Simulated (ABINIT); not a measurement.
# BaAlGeH (P3m1): one start, several treatments of the self-energy

How much does the gap of BaAlGeH (P3m1) depend on the approximation to the self-energy?

Method: PBEsol and many-body steps on it, plane waves, in ABINIT 10.8.3.

### Step 1. The structure

It takes space group P3m1 (No. 156, trigonal). The conventional cell has a = 4.345 Å, b = 4.345 Å, c = 5.216 Å, α = 90.00°, β = 90.00°, γ = 120.00°. Ba has 3 H at 2.60 Å nearest. Nearest to Al lie 1 H at 1.73 Å and 3 Ge at 2.55 Å. Nearest to Ge lie 3 Al at 2.55 Å. Nearest to H lie 1 Al at 1.73 Å and 3 Ba at 2.60 Å. Farther neighbours are not listed.

The cell and positions come from the Crystallography Open Database and are kept as given unless a step says otherwise. Spin-orbit coupling is left out unless a step names it.

### Step 2. Empty states on the mesh, 3×3×2 mesh, 84 bands

This step: ABINIT 10.8.3; DFT, PBEsol, plane waves, norm-conserving pseudopotentials.

The sums over transitions need many empty states on a uniform mesh; this step solves for them.

Contents of run.abi:

```
acell 3*1.0 Angstrom
rprim 
  4.344840000012 -0.000000000003 0.000000000000
  -2.172420000004 3.762741815391 0.000000000000
  0.000000000000 0.000000000000 5.216060000000
ntypat 4
znucl 56 13 32 1
natom 4
typat 1 2 3 4
xred 
  0.000000000000 0.000000000000 0.000000000000
  0.666666666667 0.333333333333 0.539500000000
  0.333333333333 0.666666666667 0.455100000000
  0.666666666667 0.333333333333 0.870300000000
pp_dirpath "pseudos"
pseudos "Ba.upf, Al.upf, Ge.upf, H.upf"
ecut 35
ngkpt 3 3 2
nshiftk 1
shiftk 0 0 0
kptopt 1
chksymbreak 0
iscf -2
irdden 1
istwfk *1
nband 84
nbdbuf 6
tolwfr 1e-09
nstep 60
prtvol 0
indata_prefix "in"
outdata_prefix "out"
tmpdata_prefix "tmp"
```

Command:

```console
OMP_NUM_THREADS=1 mpirun -n 4 abinit run.abi > log
```

Numbers of over 12 decimals in the logs are rounded to 6 here.

Log:

```text
.Version 10.8.3 of ABINIT. v10.8.2 released Aug 2026.

 Symmetries : space group P3 m 1 (#156); Bravais hP (primitive hexag.)
[... echo of the input left out ...]
== DATASET  1 ==================================================================
-   mpi_nproc: 4, omp_nthreads: 1 (-1 if OMP is not activated)

--- !DatasetInfo
iteration_state: {dtset: 1, }
dimensions: {natom: 4, nkpt: 6, mband: 84, nsppol: 1, nspinor: 1, nspden: 1, mpw: 5718, }
cutoff_energies: {ecut:  35.0, pawecutdg:  -1.0, }
[...]
1.40839    1.41628    1.43541    1.44887    1.44887    1.47271    1.47271    1.49624
   1.51265    1.51265    1.54272    1.57804    1.57985    1.57985    1.58907    1.65086
   1.69339    1.69340    1.72430    1.72531
 prteigrs : prtvol=0 or 1, do not print more k-points.

== END DATASET(S) ==============================================================
================================================================================

 -outvars: echo values of variables after computation  --------
            nband          84
             nkpt           6
          spgroup         156
 [... the other variables as echoed above ...]

 Calculation completed.
```

Elapsed: 37 s, on 4 MPI ranks of Arm Neoverse V1, shared host; peak memory 0.33 GiB.

This step gave:

- gap: 1.128 eV
- k of the valence top: 0, 0, 0.5
- k of the conduction bottom: 0, 0, 0
- least direct gap: 1.346 eV
- k points computed: 6
- lowest point of the top converged band, above the valence top: 37.49 eV

On this mesh the gap is 1.128 eV.

The density comes from a self-consistent run that is not shown.

### Step 3. Screening, 3×3×2 mesh, 78 bands, screening to 122.5 eV

The RPA dielectric matrix is built and inverted for each q.

This step: RPA screening on PBEsol, plane waves, norm-conserving pseudopotentials.

run.abi, as its differences from that of step 2:

```diff
@@ -22,10 +22,11 @@
 chksymbreak 0
-iscf -2
-irdden 1
 istwfk *1
-nband 84
-nbdbuf 6
-tolwfr 1e-09
-nstep 60
-prtvol 0
+occopt 1
+irdwfk 1
+optdriver 3
+nband 78
+ecuteps 4.5
+inclvkb 2
+awtr 1
+symchi 1
 indata_prefix "in"
```

Log:

```text
.Version 10.8.3 of ABINIT. v10.8.2 released Aug 2026.

 Symmetries : space group P3 m 1 (#156); Bravais hP (primitive hexag.)
[... echo of the input left out ...]
== DATASET  1 ==================================================================
-   mpi_nproc: 4, omp_nthreads: 1 (-1 if OMP is not activated)

--- !DatasetInfo
iteration_state: {dtset: 1, }
dimensions: {natom: 4, nkpt: 6, mband: 78, nsppol: 1, nspinor: 1, nspden: 1, mpw: 5718, }
cutoff_energies: {ecut:  35.0, pawecutdg:  -1.0, }
electrons: {nelect:   2.80000000E+01, charge:   0.00000000E+00, occopt:   1.00000000E+00, tsmear:   1.00000000E-02, }

 SCREENING: Calculation of the susceptibility and dielectric matrices

 Based on a program developped by R.W. Godby, V. Olevano, G. Onida, and L. Reining.
 Incorporated in ABINIT by V. Olevano, G.-M. Rignanese, and M. Torrent.
.Using double precision arithmetic ; gwpc =  8

[... cell and pseudopotentials left out ...]
--------------------------------------------------------------------------------

 ==== K-mesh for the wavefunctions ====
 Number of points in the irreducible wedge :     6
[... list of points left out ...]
 Together with  6 symmetry operations and time-reversal symmetry
 yields    18 points in the full Brillouin Zone.

 ==== Q-mesh for the screening function ====
 Number of points in the irreducible wedge :     6
[... list of points left out ...]
 Together with  6 symmetry operations and time-reversal symmetry
 yields    18 points in the full Brillouin Zone.

 setmesh: FFT mesh size selected  =    25x   25x   36
          total number of points  =        22500

 vcoul_init : cutoff-mode = AUXILIARY_FUNCTION
 q-points for optical limit:   1
     1)      0.000010    0.000020    0.000030

- screening: taking advantage of time-reversal symmetry
- Maximum band index for partially occupied states nbvw = 14
- Remaining bands to be divided among processors   nbcw = 64
- Number of bands treated by each node ~16

 Number of electrons calculated from density =   28.0000; Expected =   28.0000
 average of density, n =  0.048656
 r_s =    1.6992
 omega_plasma =   21.2778 [eV]

 calculating chi0 at frequencies [eV] :
  1    0.000000E+00    0.000000E+00
  2    0.000000E+00    2.127776E+01

--------------------------------------------------------------------------------
  q-point number  1        q = ( 0.000000, 0.000000, 0.000000) [r.l.u.]
--------------------------------------------------------------------------------
[... chi0 elements left out ...]
 For q-point:  0.000010 0.000020 0.000030
  dielectric constant =  25.8364
  dielectric constant without local fields =  29.0265

  Average fulfillment of the sum rule on Im[epsilon] for q-point    1 :     57.12  [%]
[... wings left out ...]
  q-point number  2        q = ( 0.333333, 0.000000, 0.000000) [r.l.u.]
--------------------------------------------------------------------------------
[... chi0 elements left out ...]
  Average fulfillment of the sum rule on Im[epsilon] for q-point    2 :     64.07  [%]

 [... 4 further q-points ...]
```

It took 14 s on 4 MPI ranks; peak memory 0.65 GiB.

This step gave:

* ε∞ with local fields, on this mesh, along the program's q direction: 25.84
* the same without local fields: 29.03
* plasma frequency: 21.28 eV
* plane waves in the screening matrix: 249

Local fields lower ε∞ by 11 %. On a Γ-centred mesh this coarse the value itself is usually too large, while a short band sum pulls it down.

### Step 4. G0W0, Godby-Needs plasmon pole

The self-energy is evaluated for the states that the input lists, and the levels follow from it, in one-shot runs by the linearised quasiparticle equation.

This step: G0W0 on PBEsol, plane waves, norm-conserving pseudopotentials.

run.abi, as its differences from that of step 3:

```diff
@@ -25,8 +25,17 @@
 irdwfk 1
-optdriver 3
+optdriver 4
 nband 78
+gwcalctyp 0
+ecutsigx 35
+symsigma 1
+nkptgw 2
+kptgw 
+  0.0000000000 0.0000000000 0.5000000000
+  0.0000000000 0.0000000000 0.0000000000
+bdgw 
+  12 17
+  13 17
 ecuteps 4.5
-inclvkb 2
-awtr 1
-symchi 1
+irdscr 1
+ppmodel 1
 indata_prefix "in"
```

Log:

```text
.Version 10.8.3 of ABINIT. v10.8.2 released Aug 2026.

 Symmetries : space group P3 m 1 (#156); Bravais hP (primitive hexag.)
[... echo of the input left out ...]
== DATASET  1 ==================================================================
-   mpi_nproc: 4, omp_nthreads: 1 (-1 if OMP is not activated)

--- !DatasetInfo
iteration_state: {dtset: 1, }
dimensions: {natom: 4, nkpt: 6, mband: 78, nsppol: 1, nspinor: 1, nspden: 1, mpw: 5718, }
cutoff_energies: {ecut:  35.0, pawecutdg:  -1.0, }
electrons: {nelect:   2.80000000E+01, charge:   0.00000000E+00, occopt:   1.00000000E+00, tsmear:   1.00000000E-02, }

 SIGMA: Calculation of the GW corrections

 Based on a program developped by R.W. Godby, V. Olevano, G. Onida, and L. Reining.
 Incorporated in ABINIT by V. Olevano, G.-M. Rignanese, and M. Torrent.
.Using double precision arithmetic ; gwpc =  8

[... cell and pseudopotentials left out ...]
--------------------------------------------------------------------------------

 ==== K-mesh for the wavefunctions ====
 Number of points in the irreducible wedge :     6
[... list of points left out ...]
 Together with  6 symmetry operations and time-reversal symmetry
 yields    18 points in the full Brillouin Zone.

 ==== Q-mesh for screening function ====
 Number of points in the irreducible wedge :     6
[... list of points left out ...]
 Together with  6 symmetry operations and time-reversal symmetry
 yields    18 points in the full Brillouin Zone.

 vcoul_init : cutoff-mode = AUXILIARY_FUNCTION
 q-points for optical limit:   1
     1)      0.000010    0.000020    0.000030
 setmesh: FFT mesh size selected  =    40x   40x   54
          total number of points  =        86400

 Number of electrons calculated from density =   28.0000; Expected =   28.0000
 average of density, n =  0.048656
 r_s =    1.6992
 omega_plasma =   21.2778 [eV]

 === KS Band Gaps ===
  >>>> For spin  1
   Minimum direct gap =   1.3455 [eV], located at k-point      :   0.0000  0.0000  0.5000
   Fundamental gap    =   1.1284 [eV], Top of valence bands at :   0.0000  0.0000  0.5000
                                       Bottom of conduction at :   0.0000  0.0000  0.0000
 SIGMA fundamental parameters:
 PLASMON POLE MODEL  1
 number of plane-waves for SigmaX                 5655
 number of plane-waves for SigmaC and W            249
 number of plane-waves for wavefunctions          5655
 number of bands                                    78
 number of independent spin polarizations            1
 number of spinorial components                      1
 number of k-points in IBZ                           6
 number of q-points in IBZ                           6
 number of symmetry operations                       6
 number of k-points in BZ                           18
 number of q-points in BZ                           18
 number of frequencies for dSigma/dE                 9
 frequency step for dSigma/dE [eV]                0.25
 number of omega for Sigma on real axis              0
 max omega for Sigma on real axis  [eV]           0.00
 zcut for avoiding poles [eV]                     0.10

 EPSILON^-1 parameters (SCR file):
 dimension of the eps^-1 matrix on file            249
 dimension of the eps^-1 matrix used               249
 number of plane-waves for wavefunctions          5655
 number of bands                                    78
 number of q-points in IBZ                           6
 number of frequencies                               2
 number of real frequencies                          1
 number of imag frequencies                          1

 matrix elements of self-energy operator (all in [eV])

 Perturbative Calculation

--- !SelfEnergy_ee
iteration_state: {dtset: 1, }
kpoint     : [   0.000,    0.000,    0.500, ]
spin       : 1
KS_gap     :    1.345
QP_gap     :    1.839
Delta_QP_KS:    0.494
data: !SigmaeeData |
     Band     E0 <VxcDFT>   SigX SigC(E0)      Z dSigC/dE  Sig(E)    E-E0       E
       12   5.060 -11.036 -13.052   1.520   0.772  -0.295 -11.419  -0.382   4.678
       13   5.060 -11.036 -13.052   1.520   0.772  -0.295 -11.419  -0.382   4.678
       14   5.107 -10.553 -12.086   1.220   0.772  -0.296 -10.795  -0.242   4.866
       15   6.453 -10.682  -6.766  -3.592   0.777  -0.287 -10.430   0.252   6.705
       16   7.040  -9.547  -5.309  -3.731   0.785  -0.274  -9.149   0.398   7.438
       17   7.040  -9.547  -5.309  -3.731   0.785  -0.274  -9.149   0.398   7.438

--- !SelfEnergy_ee
iteration_state: {dtset: 1, }
kpoint     : [   0.000,    0.000,    0.000, ]
spin       : 1
KS_gap     :    1.553
QP_gap     :    2.091
Delta_QP_KS:    0.538
data: !SigmaeeData |
     Band     E0 <VxcDFT>   SigX SigC(E0)      Z dSigC/dE  Sig(E)    E-E0       E
       13   4.683 -10.640 -12.476   1.428   0.772  -0.295 -10.955  -0.315   4.368
       14   4.683 -10.640 -12.476   1.428   0.772  -0.295 -10.955  -0.315   4.368
       15   6.236 -10.039  -6.233  -3.520   0.778  -0.285  -9.816   0.223   6.459
       16   8.408  -9.931  -5.601  -3.918   0.778  -0.285  -9.611   0.320   8.728
       17   8.408  -9.931  -5.601  -3.918   0.778  -0.285  -9.611   0.320   8.728

== END DATASET(S) ==============================================================
================================================================================

 -outvars: echo values of variables after computation  --------
           etotal      0.0000000000E+00
            nband          78
             nkpt           6
          spgroup         156
 [... the other variables as echoed above ...]

 Calculation completed.
```

The job ended after 8.4 s (4 MPI ranks; peak memory 0.57 GiB; 33 s of CPU time).

Numbers from this step:

```
G0W0 gap on the points computed              : 1.593 eV
starting gap on the mesh                     : 1.128 eV
k of the valence top                         : 0, 0, 0.5
k of the conduction bottom                   : 0, 0, 0
Z at the valence top                         : 0.772
Z at the conduction bottom                   : 0.778
least direct G0W0 gap on the computed points : 1.839 eV
```

The gap on the mesh goes from 1.13 eV to 1.59 eV, a correction of +0.46 eV.

### Step 5. G0W0, Hybertsen-Louie plasmon pole

run.abi, as its differences from that of step 4:

```diff
@@ -39,3 +39,3 @@
 irdscr 1
-ppmodel 1
+ppmodel 2
 indata_prefix "in"
```

Log:

```text
.Version 10.8.3 of ABINIT. v10.8.2 released Aug 2026.

 Symmetries : space group P3 m 1 (#156); Bravais hP (primitive hexag.)
[... echo of the input left out ...]
== DATASET  1 ==================================================================
-   mpi_nproc: 4, omp_nthreads: 1 (-1 if OMP is not activated)

--- !DatasetInfo
iteration_state: {dtset: 1, }
dimensions: {natom: 4, nkpt: 6, mband: 78, nsppol: 1, nspinor: 1, nspden: 1, mpw: 5718, }
cutoff_energies: {ecut:  35.0, pawecutdg:  -1.0, }
electrons: {nelect:   2.80000000E+01, charge:   0.00000000E+00, occopt:   1.00000000E+00, tsmear:   1.00000000E-02, }

 SIGMA: Calculation of the GW corrections

 Based on a program developped by R.W. Godby, V. Olevano, G. Onida, and L. Reining.
 Incorporated in ABINIT by V. Olevano, G.-M. Rignanese, and M. Torrent.
.Using double precision arithmetic ; gwpc =  8

[... cell and pseudopotentials left out ...]
--------------------------------------------------------------------------------

 ==== K-mesh for the wavefunctions ====
 Number of points in the irreducible wedge :     6
[... list of points left out ...]
 Together with  6 symmetry operations and time-reversal symmetry
 yields    18 points in the full Brillouin Zone.

 ==== Q-mesh for screening function ====
 Number of points in the irreducible wedge :     6
[... list of points left out ...]
 Together with  6 symmetry operations and time-reversal symmetry
 yields    18 points in the full Brillouin Zone.

 vcoul_init : cutoff-mode = AUXILIARY_FUNCTION
 q-points for optical limit:   1
     1)      0.000010    0.000020    0.000030
 setmesh: FFT mesh size selected  =    40x   40x   54
          total number of points  =        86400

 Number of electrons calculated from density =   28.0000; Expected =   28.0000
[...]
number of omega for Sigma on real axis              0
 max omega for Sigma on real axis  [eV]           0.00
 zcut for avoiding poles [eV]                     0.10

 EPSILON^-1 parameters (SCR file):
 dimension of the eps^-1 matrix on file            249
 dimension of the eps^-1 matrix used               249
 number of plane-waves for wavefunctions          5655
 number of bands                                    78
 number of q-points in IBZ                           6
 number of frequencies                               2
 number of real frequencies                          1
 number of imag frequencies                          1

 matrix elements of self-energy operator (all in [eV])

 Perturbative Calculation

--- !SelfEnergy_ee
iteration_state: {dtset: 1, }
kpoint     : [   0.000,    0.000,    0.500, ]
spin       : 1
KS_gap     :    1.345
QP_gap     :    1.744
Delta_QP_KS:    0.399
data: !SigmaeeData |
     Band     E0 <VxcDFT>   SigX SigC(E0)      Z dSigC/dE  Sig(E)    E-E0       E
       12   5.060 -11.036 -13.052   1.336   0.821  -0.219 -11.594  -0.557   4.502
       13   5.060 -11.036 -13.052   1.336   0.821  -0.219 -11.594  -0.557   4.502
       14   5.107 -10.553 -12.086   1.003   0.822  -0.216 -10.989  -0.436   4.671
[...]
--- !SelfEnergy_ee
iteration_state: {dtset: 1, }
kpoint     : [   0.000,    0.000,    0.000, ]
spin       : 1
KS_gap     :    1.553
QP_gap     :    2.019
Delta_QP_KS:    0.466
data: !SigmaeeData |
     Band     E0 <VxcDFT>   SigX SigC(E0)      Z dSigC/dE  Sig(E)    E-E0       E
[...]
16   8.408  -9.931  -5.601  -4.125   0.825  -0.212  -9.762   0.169   8.577
       17   8.408  -9.931  -5.601  -4.125   0.825  -0.212  -9.762   0.169   8.577

== END DATASET(S) ==============================================================
================================================================================

 -outvars: echo values of variables after computation  --------
           etotal      0.0000000000E+00
            nband          78
             nkpt           6
          spgroup         156
 [... the other variables as echoed above ...]

 Calculation completed.
```

Elapsed: 8.3 s, on 4 MPI ranks; peak memory 0.56 GiB; 33 s of CPU time.

This step gave:

- G0W0 gap on the points computed: 1.524 eV
- starting gap on the mesh: 1.128 eV
- k of the valence top: 0, 0, 0.5
- k of the conduction bottom: 0, 0, 0
- Z at the valence top: 0.822
- Z at the conduction bottom: 0.825
- least direct G0W0 gap on the computed points: 1.745 eV

Against G0W0 in ABINIT (3×3×2 mesh, 78 bands, screening to 122.5 eV, Godby-Needs plasmon pole), the gap moves by −0.069 eV.

### Step 6. G0W0, von der Linden-Horsch plasmon pole

run.abi, as its differences from that of step 5:

```diff
@@ -39,3 +39,3 @@
 irdscr 1
-ppmodel 2
+ppmodel 3
 indata_prefix "in"
```

Log:

```text
.Version 10.8.3 of ABINIT. v10.8.2 released Aug 2026.

 Symmetries : space group P3 m 1 (#156); Bravais hP (primitive hexag.)
[... echo of the input left out ...]
== DATASET  1 ==================================================================
-   mpi_nproc: 4, omp_nthreads: 1 (-1 if OMP is not activated)

--- !DatasetInfo
iteration_state: {dtset: 1, }
dimensions: {natom: 4, nkpt: 6, mband: 78, nsppol: 1, nspinor: 1, nspden: 1, mpw: 5718, }
cutoff_energies: {ecut:  35.0, pawecutdg:  -1.0, }
[...]
Band     E0 <VxcDFT>   SigX SigC(E0)      Z dSigC/dE  Sig(E)    E-E0       E
[...]
16   8.408  -9.931  -5.601  -4.189   0.832  -0.202  -9.815   0.117   8.525
       17   8.408  -9.931  -5.601  -4.189   0.832  -0.202  -9.815   0.117   8.525

== END DATASET(S) ==============================================================
================================================================================

 -outvars: echo values of variables after computation  --------
           etotal      0.0000000000E+00
            nband          78
             nkpt           6
          spgroup         156
 [... the other variables as echoed above ...]

 Calculation completed.
```

Run time: 6 s. Hardware: 4 MPI ranks; peak memory 0.41 GiB; 24 s of CPU time.

This step gave:

| Property | Result |
| --- | --- |
| G0W0 gap on the points computed | 1.602 eV |
| starting gap on the mesh | 1.128 eV |
| k of the valence top | 0, 0, 0.5 |
| k of the conduction bottom | 0, 0, 0 |
| least direct G0W0 gap on the computed points | 1.875 eV |

Against G0W0 in ABINIT (3×3×2 mesh, 78 bands, screening to 122.5 eV, Godby-Needs plasmon pole), the gap moves by +0.009 eV.

(Continued in part 2 of 3.)

[Paths, hosts, dates, memory and timing lines, banners, echoed tables and standing remarks are left out of the program output.]

[Logs are printed without paths, hosts, clocks, repeated set-up lines and the standing remarks that a program may print on its own settings, such as how far it seeks lower states.]

[Runs of the session that timed out or met a known fault of the program may be left out.]

[Hosts, paths, dates, database ids (printed as entryN), source tags and the programs' standing remarks are cut or masked in the printed files.]

[G0W0 gaps are taken among the corrected bands and points alone; a level outside them can change the order at an edge.]

[Where Ansatz stands beside ABINIT at settings called matched, ABINIT's density can come from a denser mesh and the files from another edition; pairs whose starting gaps differed by over 0.03 eV were left out, so agreement reads better than it is.]
